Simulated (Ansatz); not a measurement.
# k-point convergence of GW for H2CClF (P2_1), part 2 of 2

How dense a mesh does GW need for H2CClF (P2_1), and how does the time grow?

Ansatz 0.2.0; G0W0 on PBE, plane waves, PAW; PAW set soft_1. Known limits of the many-body steps: not at the basis limit; coarse k mesh.

So far. Step 2 (The 2×2×2 mesh): The gap on the mesh goes from 5.99 eV to 10.00 eV, a correction of +4.01 eV. Between the two edge states, bare exchange in place of the xc potential would open the gap by 10.50 eV, and correlation takes back 6.49 eV. Step 3 (The 2×4×2 mesh): Against the run with 2×2×2 mesh, 303 empty bands, screening to 100 eV, PAW set soft_1 files, the gap moves by −0.003 eV.

## 4. The 4×4×2 mesh

The input, input.yaml:

```yaml
crystal:
  lattice:
    - [5.0206, 0.0, 0.0]
    - [0.0, 4.1477, 0.0]
    - [-2.1143188253, 0.0, 6.4288463713]
  atoms:
    - { symbol: H, position: [0.2852960594, 0.3914791351, 0.1553943381] }
    - { symbol: H, position: [0.7147039406, 0.8914791351, 0.8446056619] }
    - { symbol: H, position: [0.5707653094, 0.1078566959, 0.2708502709] }
    - { symbol: H, position: [0.4292346906, 0.6078566959, 0.7291497291] }
    - { symbol: C, position: [0.3460283809, 0.1408088981, 0.1943138297] }
    - { symbol: C, position: [0.6539716191, 0.6408088981, 0.8056861703] }
    - { symbol: Cl, position: [0.1663619786, 0.0024810456, 0.3682784982] }
    - { symbol: Cl, position: [0.8336380214, 0.5024810456, 0.6317215018] }
    - { symbol: F, position: [0.264389849, 0.9578742253, 0.0148699962] }
    - { symbol: F, position: [0.735610151, 0.4578742253, 0.9851300038] }
kpoints:
  mp_grid: { grid: [4, 4, 2] }
hamiltonian:
  xc: pbe
  pseudopotentials: { kind: paw, azcp: { folder: soft_1 } }
scf:
  occupations: { method: fixed }
gw:
  n_empty_bands: 303
  ecut_chi: 100
  qp_bands: [v3, c3]
  qp_kpoints: band_edges
  screening: { model: contour_deformation }
```

On the command line:

```
ansatz run input.yaml --threads 2 --pin off --max-ram 92160MiB --backend cuda --events-out ev --progress --plain --runs-dir out --devices 1 --max-vram 13GiB
```

Numbers of over 12 decimals in the logs are rounded to 6 here.

What it wrote:

```text
GPUs: using 1 of 1 available (devices: 1).
[...]
GPU FFT provider: cuFFT
GPU libraries: cuBLAS 13.8.2, cuFFT 12.4.0, cuSOLVER 12.3.4
Crystal: 10 atoms, lattice volume = 133.874 Å³
Basis set: ecut = 420 eV, 2603 PW (Γ)
Bands: 30, of which v1, the nominal top of the filled ones, is band 20 counted from 1 (19 counted from 0)
Symmetry: 2 space group operations
[...]
k-points: 18 of 32 (time reversal used)
[...]
1    19     -1.2554   -20.8080     2.6688   -16.0140  0.8132    -3.4301    -3.3807  root
[...]
17    20     -0.6515   -21.8696     2.6905   -17.1242  0.8187    -2.7465    -2.7063  root
    17    21      5.8860    -9.3359    -3.8088   -15.2578  0.8326     8.0363     7.9990  root
    17    22      5.8860    -9.3359    -3.8088   -15.2578  0.8326     8.0363     7.9990  root
    17    23      7.1786    -7.0322    -3.6490   -12.4411  0.8501     8.9631     8.9384  root
[key lines of the parts left out:]
SCF converged after 9 iterations
Free energy (F): -4341.617869 eV
Fermi energy:    -0.645543 eV
```

The job ended after 22 s (1 × NVIDIA H100 80GB HBM3 (shared by 6 runs) with 2 threads of AMD EPYC 7R13 (Zen 3), shared host; peak memory 1.5 GiB; 27 s of CPU time).

This step gave:

| Property | Result |
| --- | --- |
| bands summed | 323 |
| RPA ε∞ on this mesh (eigenvalues) | 2.004, 2.029, 2.359 |
| plane waves in the screening matrix | 309 |
| G0W0 gap on the mesh | 9.985 eV |
| k of the valence top | -0.5, -0.5, 0 |
| k of the conduction bottom | -0.5, 0, 0 |
| starting gap on the mesh | 5.995 eV |
| least direct G0W0 gap on the computed points | 10.03 eV |

Against the run with 2×4×2 mesh, 303 empty bands, screening to 100 eV, PAW set soft_1 files, the gap moves by −0.016 eV.

## 5. The 4×4×4 mesh

input.yaml, as its differences from that of step 4:

```diff
@@ -17,3 +17,3 @@
 kpoints:
-  mp_grid: { grid: [4, 4, 2] }
+  mp_grid: { grid: [4, 4, 4] }
 hamiltonian:
```

What it wrote:

```text
GPUs: using 1 of 1 available (devices: 1).
[...]
GPU FFT provider: cuFFT
GPU libraries: cuBLAS 13.8.2, cuFFT 12.4.0, cuSOLVER 12.3.4
Crystal: 10 atoms, lattice volume = 133.874 Å³
Basis set: ecut = 420 eV, 2603 PW (Γ)
Bands: 30, of which v1, the nominal top of the filled ones, is band 20 counted from 1 (19 counted from 0)
Symmetry: 2 space group operations
[...]
k-points: 30 of 64 (time reversal used)
[...]
1    19     -1.2807   -21.6243     2.7514   -16.7897  0.8134    -3.4093    -3.3638  root
[...]
29    20     -0.6515   -21.8633     2.6830   -17.1242  0.8189    -2.7477    -2.7076  root
    29    21      5.8860    -9.3505    -3.7938   -15.2578  0.8330     8.0364     7.9994  root
    29    22      5.8860    -9.3505    -3.7938   -15.2578  0.8330     8.0364     7.9994  root
    29    23      7.1786    -7.0368    -3.6429   -12.4411  0.8503     8.9647     8.9400  root
[key lines of the parts left out:]
SCF converged after 9 iterations
Free energy (F): -4341.618079 eV
Fermi energy:    -0.645561 eV
```

Wall time 37 s (1 × NVIDIA H100 80GB HBM3 (shared by 6 runs) with 2 threads); peak memory 1.8 GiB; 51 s of CPU time.

This step gave:

- bands summed: 323
- RPA ε∞ on this mesh (eigenvalues): 2.004, 2.029, 2.358
- plane waves in the screening matrix: 309
- G0W0 gap on the mesh: 9.986 eV
- k of the valence top: -0.5, -0.5, 0
- k of the conduction bottom: -0.5, 0, 0
- starting gap on the mesh: 5.995 eV
- least direct G0W0 gap on the computed points: 10.03 eV

Against the run with 4×4×2 mesh, 303 empty bands, screening to 100 eV, PAW set soft_1 files, the gap moves by +0.001 eV.

## 6. The 4×6×4 mesh

input.yaml, as its differences from that of step 5:

```diff
@@ -17,3 +17,3 @@
 kpoints:
-  mp_grid: { grid: [4, 4, 4] }
+  mp_grid: { grid: [4, 6, 4] }
 hamiltonian:
```

What it wrote:

```text
GPUs: using 1 of 1 available (devices: 1).
[...]
GPU FFT provider: cuFFT
GPU libraries: cuBLAS 13.8.2, cuFFT 12.4.0, cuSOLVER 12.3.4
Crystal: 10 atoms, lattice volume = 133.874 Å³
Basis set: ecut = 420 eV, 2603 PW (Γ)
Bands: 30, of which v1, the nominal top of the filled ones, is band 20 counted from 1 (19 counted from 0)
Symmetry: 2 space group operations
[...]
k-points: 40 of 96 (time reversal used)
[...]
1    19     -1.2807   -21.6212     2.7492   -16.7897  0.8134    -3.4084    -3.3629  root
[...]
39    20     -0.6515   -21.8612     2.6816   -17.1242  0.8189    -2.7470    -2.7069  root
    39    21      5.8859    -9.3498    -3.7938   -15.2578  0.8330     8.0370     8.0000  root
    39    22      5.8859    -9.3498    -3.7938   -15.2578  0.8330     8.0370     8.0000  root
    39    23      7.1786    -7.0378    -3.6415   -12.4411  0.8504     8.9650     8.9403  root
[key lines of the parts left out:]
SCF converged after 9 iterations
Free energy (F): -4341.618051 eV
Fermi energy:    -0.645572 eV
```

Wall time 42 s (1 × NVIDIA H100 80GB HBM3 (shared by 6 runs) with 2 threads); peak memory 2.2 GiB; 69 s of CPU time.

Numbers from this step:

```
bands summed                                 : 323
RPA ε∞ on this mesh (eigenvalues)            : 2.004, 2.028, 2.358
plane waves in the screening matrix          : 309
G0W0 gap on the mesh                         : 9.986 eV
k of the valence top                         : -0.5, -0.5, 0
k of the conduction bottom                   : -0.5, 0, 0
starting gap on the mesh                     : 5.995 eV
least direct G0W0 gap on the computed points : 10.03 eV
```

Against the run with 4×4×4 mesh, 303 empty bands, screening to 100 eV, PAW set soft_1 files, the gap moves by −0.0002 eV.

## 7. The meshes together

Times are wall times on 1 × NVIDIA H100 80GB HBM3 (shared by 6 runs) with 2 threads of AMD EPYC 7R13 (Zen 3), shared host, good to a factor of about two.

```
 mesh  points  irreducible  start (eV)  G0W0 (eV)  shift (eV)  RPA ε∞ (mean)   time
2×2×2       8            8       5.994     10.004      +4.011           2.14  7.7 s
2×4×2      16           12       5.994     10.001      +4.007           2.14   18 s
4×4×2      32           18       5.995      9.985      +3.990           2.13   22 s
4×4×4      64           30       5.995      9.986      +3.991           2.13   37 s
4×6×4      96           40       5.995      9.986      +3.990           2.13   42 s
```

## 8. Summary of results

```yaml
2x2x2: 10.004 eV (shift +4.011)
2x4x2: 10.001 eV (shift +4.007)
4x4x2: 9.985 eV (shift +3.990)
4x4x4: 9.986 eV (shift +3.991)
4x6x4: 9.986 eV (shift +3.990)
settings: PBE start, 303 empty bands, 100 eV
```

The shift is +4.01 eV on 2×2×2 and +3.99 eV on 4×6×4; the last step moves it by −0.0002 eV. The RPA ε∞ (mean) ranges from 2.13 to 2.14 and ends at 2.13. From 8 to 96 points the time grows 5.4-fold. Bands and cutoff are modest here, so the values stand off the basis limit.

[Paths, hosts, dates, memory and timing lines, banners, echoed tables and standing remarks are left out of the program output.]

[Logs are printed without paths, hosts, clocks, repeated set-up lines and the standing remarks that a program may print on its own settings, such as how far it seeks lower states.]

[Runs of the session that timed out or met a known fault of the program may be left out.]

[Cells called generated may have been cut or substituted from an entry of the Crystallography Open Database or the Materials Project.]

[Hosts, paths, dates, database ids (printed as entryN), source tags and the programs' standing remarks are cut or masked in the printed files.]
